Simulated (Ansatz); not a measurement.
# Os(0001) with 2 thermally displaced layers, 2x2: scattering by thermal displacements, part 2 of 2

Wanted: the phonon-limited resistivity of Os at 800 K by the Landauer route.

Ansatz 0.2.0; Ansatz plane-wave DFT, PBE, PAW files; ballistic transport by layer matching (Landauer), zero bias; PAW set soft_1.

So far. Step 2 (With 2 displaced layers): Over the solved energies the transmission per spin lies between 4.12 and 4.45, out of 4.56 channels of the lead on average (up to 4.74).

## 3. With 6 displaced layers

Each atom of 6 layers is moved at random, by amounts drawn from a normal law 0.0497 Å wide in each direction from the Debye model (500 K) at 800 K. A fresh draw is used; the growth of the resistance with length is what counts.

System of this step: Os(0001) with 6 thermally displaced layers, 2x2. The cell holds 64 atoms: 64 Os. Its edges and angles: a = 5.468 Å, b = 5.468 Å, c = 34.558 Å, α = 90.0°, β = 90.0°, γ = 120.0°. It derives from Os. Regions: lead, 40 atoms (40 Os); scattering region, 24 atoms (24 Os). The structure is stacked along c, and the current runs across the ab planes.

input.yaml

```yaml
crystal:
  lattice:
    - [5.4682, 0.0, 0.0]
    - [-2.7341, 4.735600113, 0.0]
    - [0.0, 0.0, 34.5576]
  atoms:
    - { symbol: Os, position: [0.1666666667, 0.3333333333, 0.03125] }
    - { symbol: Os, position: [0.1666666667, 0.8333333333, 0.03125] }
    - { symbol: Os, position: [0.6666666667, 0.3333333333, 0.03125] }
    - { symbol: Os, position: [0.6666666667, 0.8333333333, 0.03125] }
    - { symbol: Os, position: [0.3333333333, 0.1666666667, 0.09375] }
    - { symbol: Os, position: [0.3333333333, 0.6666666667, 0.09375] }
    - { symbol: Os, position: [0.8333333333, 0.1666666667, 0.09375] }
    - { symbol: Os, position: [0.8333333333, 0.6666666667, 0.09375] }
    - { symbol: Os, position: [0.1666666667, 0.3333333333, 0.15625] }
    - { symbol: Os, position: [0.1666666667, 0.8333333333, 0.15625] }
    - { symbol: Os, position: [0.6666666667, 0.3333333333, 0.15625] }
    - { symbol: Os, position: [0.6666666667, 0.8333333333, 0.15625] }
    - { symbol: Os, position: [0.3333333333, 0.1666666667, 0.21875] }
    - { symbol: Os, position: [0.3333333333, 0.6666666667, 0.21875] }
    - { symbol: Os, position: [0.8333333333, 0.1666666667, 0.21875] }
    - { symbol: Os, position: [0.8333333333, 0.6666666667, 0.21875] }
    - { symbol: Os, position: [0.1666666667, 0.3333333333, 0.28125] }
    - { symbol: Os, position: [0.1666666667, 0.8333333333, 0.28125] }
    - { symbol: Os, position: [0.6666666667, 0.3333333333, 0.28125] }
    - { symbol: Os, position: [0.6666666667, 0.8333333333, 0.28125] }
    - { symbol: Os, position: [0.342045918, 0.1676541953, 0.3426797703] }
    - { symbol: Os, position: [0.3225444133, 0.6618586003, 0.3440669598] }
    - { symbol: Os, position: [0.823050274, 0.1644694342, 0.3435208036] }
    - { symbol: Os, position: [0.8393807935, 0.6689214997, 0.3442615411] }
    - { symbol: Os, position: [0.1600380755, 0.3319718394, 0.4073784932] }
    - { symbol: Os, position: [0.1736395613, 0.8201077947, 0.4084292171] }
    - { symbol: Os, position: [0.6830135691, 0.3415404233, 0.4066306706] }
    - { symbol: Os, position: [0.6714686341, 0.8486487465, 0.4090716932] }
    - { symbol: Os, position: [0.3566297994, 0.1804808449, 0.4692644311] }
    - { symbol: Os, position: [0.3223179291, 0.6666198793, 0.4696949626] }
    - { symbol: Os, position: [0.8236884077, 0.1708171274, 0.4693687672] }
    - { symbol: Os, position: [0.8334460618, 0.654228396, 0.4677975125] }
    - { symbol: Os, position: [0.1565524927, 0.3210454421, 0.5337537325] }
    - { symbol: Os, position: [0.1638831826, 0.8367889124, 0.5308777978] }
    - { symbol: Os, position: [0.6880061362, 0.3472027347, 0.5321616792] }
    - { symbol: Os, position: [0.6468947167, 0.8338798587, 0.5322341319] }
    - { symbol: Os, position: [0.3392209937, 0.1601760168, 0.5963726936] }
    - { symbol: Os, position: [0.317847015, 0.6597178112, 0.5950959574] }
    - { symbol: Os, position: [0.8442963963, 0.1877002982, 0.5940213639] }
    - { symbol: Os, position: [0.8255901896, 0.6627006454, 0.5921793501] }
    - { symbol: Os, position: [0.1583546777, 0.339955333, 0.6570865589] }
    - { symbol: Os, position: [0.1744799159, 0.8254067657, 0.6586813852] }
    - { symbol: Os, position: [0.6723213047, 0.3498713109, 0.6556270266] }
    - { symbol: Os, position: [0.6612879181, 0.8359571412, 0.6577347248] }
    - { symbol: Os, position: [0.3333333333, 0.1666666667, 0.71875] }
    - { symbol: Os, position: [0.3333333333, 0.6666666667, 0.71875] }
    - { symbol: Os, position: [0.8333333333, 0.1666666667, 0.71875] }
    - { symbol: Os, position: [0.8333333333, 0.6666666667, 0.71875] }
    - { symbol: Os, position: [0.1666666667, 0.3333333333, 0.78125] }
    - { symbol: Os, position: [0.1666666667, 0.8333333333, 0.78125] }
    - { symbol: Os, position: [0.6666666667, 0.3333333333, 0.78125] }
    - { symbol: Os, position: [0.6666666667, 0.8333333333, 0.78125] }
    - { symbol: Os, position: [0.3333333333, 0.1666666667, 0.84375] }
    - { symbol: Os, position: [0.3333333333, 0.6666666667, 0.84375] }
    - { symbol: Os, position: [0.8333333333, 0.1666666667, 0.84375] }
    - { symbol: Os, position: [0.8333333333, 0.6666666667, 0.84375] }
    - { symbol: Os, position: [0.1666666667, 0.3333333333, 0.90625] }
    - { symbol: Os, position: [0.1666666667, 0.8333333333, 0.90625] }
    - { symbol: Os, position: [0.6666666667, 0.3333333333, 0.90625] }
    - { symbol: Os, position: [0.6666666667, 0.8333333333, 0.90625] }
    - { symbol: Os, position: [0.3333333333, 0.1666666667, 0.96875] }
    - { symbol: Os, position: [0.3333333333, 0.6666666667, 0.96875] }
    - { symbol: Os, position: [0.8333333333, 0.1666666667, 0.96875] }
    - { symbol: Os, position: [0.8333333333, 0.6666666667, 0.96875] }
kpoints:
  mp_grid: { grid: [5, 5, 1] }
hamiltonian:
  xc: pbe
  pseudopotentials: { kind: paw, azcp: { folder: soft_1 } }
scf:
  occupations: { method: fermi_dirac, width: 0.1 }
output:
  transmission:
    leads: [[0, 8]]
    kmesh: [10, 10]
    e_range: [-0.05, 0.05]
    de: 0.05
  write_potential: true
  write_density: true
  volumetric_format: npy
```

Started as:

```console
> ansatz run input.yaml --threads 4 --pin off --max-ram 15360MiB --backend cpu --events-out ev --progress --plain --runs-dir out
```

Numbers of over 12 decimals in the logs are rounded to 6 here.

The program printed:

```text
[...]
Crystal: 64 atoms, lattice volume = 894.876 Å³
Basis set: ecut = 420 eV, 17377 PW (Γ)
Bands: 615, of which v1, the nominal top of the filled ones, is band 512 counted from 1 (511 counted from 0)
Symmetry: 1 space group operations
[...]
k-points: 13 of 25 (time reversal used)
[...]
SCF iter   1: F=—  HF=-728706.776782 eV  |F-HF|=—  |Δ(HF+E_count)|=         —  Δρ=6.04e-2  dr2=2.82e1  ethr=3.10e-3  ⟨swp⟩=5.4  Hψ=26355  notcnv=0  defer=57
[...]
SCF iter   8: F=-728697.085802 eV  HF=-728697.085802 eV  |F-HF|=2.93e-8  |Δ(HF+E_count)|=   7.92e-9  Δρ=1.35e-6  dr2=3.88e-8  ethr=9.77e-12  ⟨swp⟩=8.2  Hψ=17149  notcnv=0
SCF 1 converged in 8 iterations: F = -728697.085802 eV  dr2 = 3.88e-8
[...]
transmission: 339 of 3380 steps passed
transmission: 676 of 3380 steps passed
[...]
transmission: 3380 of 3380 steps passed
SCF converged after 8 iterations
Free energy (F): -728697.085802 eV
[...]
Internal energy: -728695.578578 eV  (E = F + TS)
E sigma→0 (E₀):  -728696.332190 eV
Entropy (-TS):   -1.507224 eV (-23.550 meV/atom)
Fermi energy:    26.083759 eV
[...]
--- Band table (eV; the first three rows and the last of 13) ---
  k-point 0: bands = [... 508 lower, 26.7751, 26.7769, 26.7884, 26.9110, 26.9287, 26.9604, 26.9907, 27.1120, ... 99 higher]
  k-point 1: bands = [... 508 lower, 26.1313, 26.2333, 26.2604, 26.7912, 26.8126, 26.8236, 26.8518, 26.8615, ... 99 higher]
  k-point 2: bands = [... 508 lower, 25.7704, 25.8587, 25.9086, 25.9220, 25.9751, 26.0298, 26.0732, 26.0926, ... 99 higher]
  k-point 12: bands = [... 508 lower, 25.9910, 26.0140, 26.0345, 26.0769, 26.0871, 26.1792, 26.2002, 26.2257, ... 99 higher]
--- Transmission ---
  basis      : 223 plane waves across, 65 finite elements along
  points     : 52, standing for a mesh of 10 x 10
[...]
channels       : 4.550000e0 a spin
[...]
junction   : crystal 0 to crystal 0, 0.70 to 30.94 Å
    transmission   : 3.864366e0 a spin
[...]
```

Run time: 14 min. Hardware: 4 threads of Intel Xeon Platinum 8375C at 2.90GHz (Ice Lake), shared host; peak memory 10 GiB; 47 min of CPU time.

Numbers from this step:

```
free energy                                    : -728697.0858 eV
energy at zero smearing                        : -728696.3322 eV
Fermi energy                                   : 26.08 eV
transmission per spin nearest the Fermi level  : 3.864
open channels per spin nearest the Fermi level : 4.55
step of the lead's potential                   : 4.9 meV
```

Per spin. The transmission, zone mean by energy, zero at the Fermi level:

| energy (eV) | transmission, zone mean |
| --- | --- |
| -0.0500 | 3.80 |
| 0.0000 | 3.86 |
| 0.0500 | 3.87 |

Over the solved energies the transmission per spin lies between 3.80 and 3.87, out of 4.52 channels of the lead on average (up to 4.55).

## 4. With 10 displaced layers

Each atom of 10 layers is moved at random, by amounts drawn from a normal law 0.0497 Å wide in each direction from the Debye model (500 K) at 800 K. A fresh draw is used; the growth of the resistance with length is what counts.

System of this step: Os(0001) with 10 thermally displaced layers, 2x2. The cell holds 80 atoms: 80 Os. Its edges and angles: a = 5.468 Å, b = 5.468 Å, c = 43.197 Å, α = 90.0°, β = 90.0°, γ = 120.0°. It derives from Os. Regions: lead, 40 atoms (40 Os); scattering region, 40 atoms (40 Os). The structure is stacked along c, and the current runs across the ab planes.

input.yaml

```yaml
crystal:
  lattice:
    - [5.4682, 0.0, 0.0]
    - [-2.7341, 4.735600113, 0.0]
    - [0.0, 0.0, 43.197]
  atoms:
    - { symbol: Os, position: [0.1666666667, 0.3333333333, 0.025] }
    - { symbol: Os, position: [0.1666666667, 0.8333333333, 0.025] }
    - { symbol: Os, position: [0.6666666667, 0.3333333333, 0.025] }
    - { symbol: Os, position: [0.6666666667, 0.8333333333, 0.025] }
    - { symbol: Os, position: [0.3333333333, 0.1666666667, 0.075] }
    - { symbol: Os, position: [0.3333333333, 0.6666666667, 0.075] }
    - { symbol: Os, position: [0.8333333333, 0.1666666667, 0.075] }
    - { symbol: Os, position: [0.8333333333, 0.6666666667, 0.075] }
    - { symbol: Os, position: [0.1666666667, 0.3333333333, 0.125] }
    - { symbol: Os, position: [0.1666666667, 0.8333333333, 0.125] }
    - { symbol: Os, position: [0.6666666667, 0.3333333333, 0.125] }
    - { symbol: Os, position: [0.6666666667, 0.8333333333, 0.125] }
    - { symbol: Os, position: [0.3333333333, 0.1666666667, 0.175] }
    - { symbol: Os, position: [0.3333333333, 0.6666666667, 0.175] }
    - { symbol: Os, position: [0.8333333333, 0.1666666667, 0.175] }
    - { symbol: Os, position: [0.8333333333, 0.6666666667, 0.175] }
    - { symbol: Os, position: [0.1666666667, 0.3333333333, 0.225] }
    - { symbol: Os, position: [0.1666666667, 0.8333333333, 0.225] }
    - { symbol: Os, position: [0.6666666667, 0.3333333333, 0.225] }
    - { symbol: Os, position: [0.6666666667, 0.8333333333, 0.225] }
    - { symbol: Os, position: [0.3317227585, 0.1605161257, 0.2734555054] }
    - { symbol: Os, position: [0.3232239313, 0.6719469728, 0.2761397137] }
    - { symbol: Os, position: [0.8261960558, 0.15538127, 0.2760053602] }
    - { symbol: Os, position: [0.8179405348, 0.6591764214, 0.2757151392] }
    - { symbol: Os, position: [0.148226513, 0.337391856, 0.3243302058] }
    - { symbol: Os, position: [0.1672631844, 0.8325381456, 0.3252327468] }
    - { symbol: Os, position: [0.6689984594, 0.3253672282, 0.3266363457] }
    - { symbol: Os, position: [0.6777032926, 0.8421961118, 0.3263414105] }
    - { symbol: Os, position: [0.3449311882, 0.1755330798, 0.3750870506] }
    - { symbol: Os, position: [0.3196447735, 0.6652481192, 0.3741138579] }
    - { symbol: Os, position: [0.8217481532, 0.1693815193, 0.3743452813] }
    - { symbol: Os, position: [0.8184872851, 0.655710723, 0.3753090983] }
    - { symbol: Os, position: [0.1768751981, 0.3472247567, 0.4249839764] }
    - { symbol: Os, position: [0.1835090976, 0.8480630731, 0.4263244844] }
    - { symbol: Os, position: [0.6516028226, 0.3462397338, 0.4253910927] }
    - { symbol: Os, position: [0.6724714249, 0.8372327988, 0.4254407677] }
    - { symbol: Os, position: [0.3343539701, 0.1628965517, 0.4728101534] }
    - { symbol: Os, position: [0.3281212418, 0.6582240667, 0.4762438727] }
    - { symbol: Os, position: [0.8311448627, 0.1675435126, 0.474021628] }
    - { symbol: Os, position: [0.8286276547, 0.6665455205, 0.4732895018] }
    - { symbol: Os, position: [0.1688448785, 0.3322191239, 0.5236345728] }
    - { symbol: Os, position: [0.1475446832, 0.838722561, 0.5246573142] }
    - { symbol: Os, position: [0.6606048946, 0.3308527062, 0.5270917805] }
    - { symbol: Os, position: [0.6666685651, 0.8342432037, 0.5232875468] }
    - { symbol: Os, position: [0.3531378509, 0.1763041895, 0.5762286392] }
    - { symbol: Os, position: [0.338581395, 0.6762954374, 0.5754271674] }
    - { symbol: Os, position: [0.8381121455, 0.1650679938, 0.57330273] }
    - { symbol: Os, position: [0.8325301173, 0.6463413676, 0.5747236986] }
    - { symbol: Os, position: [0.1593289048, 0.3223788701, 0.6257060479] }
    - { symbol: Os, position: [0.162549791, 0.8287443594, 0.6255986288] }
    - { symbol: Os, position: [0.6696263486, 0.3479235257, 0.6254047215] }
    - { symbol: Os, position: [0.6521401623, 0.8129102887, 0.6234940441] }
    - { symbol: Os, position: [0.3429543965, 0.166135109, 0.6746739646] }
    - { symbol: Os, position: [0.3415452723, 0.6531933988, 0.6743255801] }
    - { symbol: Os, position: [0.8321137449, 0.1728256998, 0.6742358996] }
    - { symbol: Os, position: [0.8193226587, 0.6498057767, 0.6758398894] }
    - { symbol: Os, position: [0.1714980836, 0.3283293531, 0.7251880957] }
    - { symbol: Os, position: [0.1524295118, 0.8283772902, 0.7265867928] }
    - { symbol: Os, position: [0.6800357193, 0.3576019681, 0.7240935005] }
    - { symbol: Os, position: [0.6709186623, 0.8312796913, 0.725651573] }
    - { symbol: Os, position: [0.3333333333, 0.1666666667, 0.775] }
    - { symbol: Os, position: [0.3333333333, 0.6666666667, 0.775] }
    - { symbol: Os, position: [0.8333333333, 0.1666666667, 0.775] }
    - { symbol: Os, position: [0.8333333333, 0.6666666667, 0.775] }
    - { symbol: Os, position: [0.1666666667, 0.3333333333, 0.825] }
    - { symbol: Os, position: [0.1666666667, 0.8333333333, 0.825] }
    - { symbol: Os, position: [0.6666666667, 0.3333333333, 0.825] }
    - { symbol: Os, position: [0.6666666667, 0.8333333333, 0.825] }
    - { symbol: Os, position: [0.3333333333, 0.1666666667, 0.875] }
    - { symbol: Os, position: [0.3333333333, 0.6666666667, 0.875] }
    - { symbol: Os, position: [0.8333333333, 0.1666666667, 0.875] }
    - { symbol: Os, position: [0.8333333333, 0.6666666667, 0.875] }
    - { symbol: Os, position: [0.1666666667, 0.3333333333, 0.925] }
    - { symbol: Os, position: [0.1666666667, 0.8333333333, 0.925] }
    - { symbol: Os, position: [0.6666666667, 0.3333333333, 0.925] }
    - { symbol: Os, position: [0.6666666667, 0.8333333333, 0.925] }
    - { symbol: Os, position: [0.3333333333, 0.1666666667, 0.975] }
    - { symbol: Os, position: [0.3333333333, 0.6666666667, 0.975] }
    - { symbol: Os, position: [0.8333333333, 0.1666666667, 0.975] }
    - { symbol: Os, position: [0.8333333333, 0.6666666667, 0.975] }
kpoints:
  mp_grid: { grid: [5, 5, 1] }
hamiltonian:
  xc: pbe
  pseudopotentials: { kind: paw, azcp: { folder: soft_1 } }
scf:
  occupations: { method: fermi_dirac, width: 0.1 }
output:
  transmission:
    leads: [[0, 8]]
    kmesh: [10, 10]
    e_range: [-0.05, 0.05]
    de: 0.05
  write_potential: true
  write_density: true
  volumetric_format: npy
```

The program printed:

```text
[...]
Crystal: 80 atoms, lattice volume = 1118.595 Å³
Basis set: ecut = 420 eV, 21739 PW (Γ)
Bands: 768, of which v1, the nominal top of the filled ones, is band 640 counted from 1 (639 counted from 0)
Symmetry: 1 space group operations
[...]
k-points: 13 of 25 (time reversal used)
[...]
SCF iter   1: F=—  HF=-910882.683190 eV  |F-HF|=—  |Δ(HF+E_count)|=         —  Δρ=6.04e-2  dr2=3.55e1  ethr=3.10e-3  ⟨swp⟩=5.2  Hψ=32705  notcnv=0  defer=67
[...]
SCF iter   8: F=-910870.573945 eV  HF=-910870.573945 eV  |F-HF|=5.19e-8  |Δ(HF+E_count)|=   1.40e-8  Δρ=1.76e-6  dr2=7.06e-8  ethr=7.81e-12  ⟨swp⟩=7.2  Hψ=25509  notcnv=0
SCF 1 converged in 8 iterations: F = -910870.573945 eV  dr2 = 7.06e-8
[...]
transmission: 437 of 4368 steps passed
transmission: 875 of 4368 steps passed
[...]
transmission: 4368 of 4368 steps passed
SCF converged after 8 iterations
Free energy (F): -910870.573945 eV
[...]
Internal energy: -910868.843274 eV  (E = F + TS)
E sigma→0 (E₀):  -910869.708609 eV
Entropy (-TS):   -1.730670 eV (-21.633 meV/atom)
Fermi energy:    26.078339 eV
[...]
--- Band table (eV; the first three rows and the last of 13) ---
  k-point 0: bands = [... 636 lower, 26.6995, 26.7074, 26.7247, 26.7439, 26.7545, 26.8104, 26.8331, 26.9136, ... 124 higher]
  k-point 1: bands = [... 636 lower, 26.4029, 26.4150, 26.4347, 26.4623, 26.4828, 26.5018, 26.5374, 26.8500, ... 124 higher]
  k-point 2: bands = [... 636 lower, 25.8836, 25.9079, 25.9130, 25.9208, 25.9286, 25.9536, 25.9951, 26.0169, ... 124 higher]
  k-point 12: bands = [... 636 lower, 25.9247, 26.0384, 26.0872, 26.1066, 26.1156, 26.1270, 26.1461, 26.1739, ... 124 higher]
--- Transmission ---
  basis      : 223 plane waves across, 84 finite elements along
  points     : 52, standing for a mesh of 10 x 10
[...]
channels       : 4.550000e0 a spin
[...]
junction   : crystal 0 to crystal 0, 0.70 to 39.58 Å
    transmission   : 3.373583e0 a spin
[...]
```

The job ended after 21 min (4 threads; peak memory 8.7 GiB; 74 min of CPU time).

Numbers from this step:

```
free energy                                   : -910870.5739 eV
energy at zero smearing                       : -910869.7086 eV
transmission per spin nearest the Fermi level : 3.374
step of the lead's potential                  : 7.2 meV
```

Per spin. Transmission, zone mean against energy, zero at the Fermi level:

| energy (eV) | transmission, zone mean |
| --- | --- |
| -0.0500 | 3.35 |
| 0.0000 | 3.37 |
| 0.0500 | 3.35 |

Over the solved energies the transmission per spin lies between 3.35 and 3.37, out of 4.53 channels of the lead on average (up to 4.55).

## 5. Resistance against length

This step: Ansatz plane-wave DFT, PBE, PAW files; ballistic transport by layer matching (Landauer), zero bias; resistivity from the slope of the area resistance; PAW set soft_1 (Ansatz 0.2.0).

Numbers from this step:

```yaml
resistivity: 12.18 µΩ cm
intercept: -0.01270 fΩ m²
scatter_about_the_fit: 0.01101 fΩ m²
```

Resistance, by row:

| run | length (Å) | T | channels N | RA (fΩ m²) |
| --- | --- | --- | --- | --- |
| n2 | 4.32 | 4.281 | 4.56 | 0.04771 |
| n6 | 12.96 | 3.846 | 4.52 | 0.1296 |
| n10 | 21.6 | 3.358 | 4.533 | 0.2582 |

Table of area resistance by length of the displaced region:

| length of the displaced region (Å) | area resistance (fΩ m²) |
| --- | --- |
| 4.32 | 0.0477 |
| 12.96 | 0.130 |
| 21.60 | 0.258 |

The area resistance goes from 0.048 to 0.26 fΩ m² between 4.3 and 21.6 Å, a slope of 12 µΩ cm.

By hand from the end points: (0.2582 − 0.04771) fΩ m² / (21.60 − 4.32) Å = 12 µΩ cm, since 1 fΩ m² per Å is 1000 µΩ cm.

## 6. Summary of results

| Property | Result |
| --- | --- |
| resistivity from the slope | 12.2 µΩ cm |
| area resistance over 4.32 Å | 0.0477 fΩ m² |
| area resistance over 13.0 Å | 0.130 fΩ m² |
| area resistance over 21.6 Å | 0.258 fΩ m² |

The slope gives 12 µΩ cm. The points scatter by 0.011 fΩ m² about the line, with one random draw a length in a 2x2 cell, so the slope is a rough value. The mean square of the displacements drawn is 0.73, 0.99 and 0.93 of the nominal one at the three lengths; with each resistance scaled back by that, the slope is 12 µΩ cm, the value used below. Read with a model of isotropic scattering on a spherical Fermi surface and the lead's 1.4×10¹⁵ S/m², this slope means a mean free path near 49 Å; over these lengths the model's slope is 1.10 times its bulk resistivity, which would be 11 µΩ cm. Uncorrelated displacements put too much weight on short waves, which scatter strongly; with the sideways repeat of a small cell, one draw and three short lengths, the method is good to a factor of two or three. Spin-orbit coupling is left out, which matters for Os.

[Logs are printed without paths, hosts, clocks, repeated set-up lines and the standing remarks that a program may print on its own settings, such as how far it seeks lower states.]

[Hosts, paths, dates, database ids (printed as entryN), source tags and the programs' standing remarks are cut or masked in the printed files.]
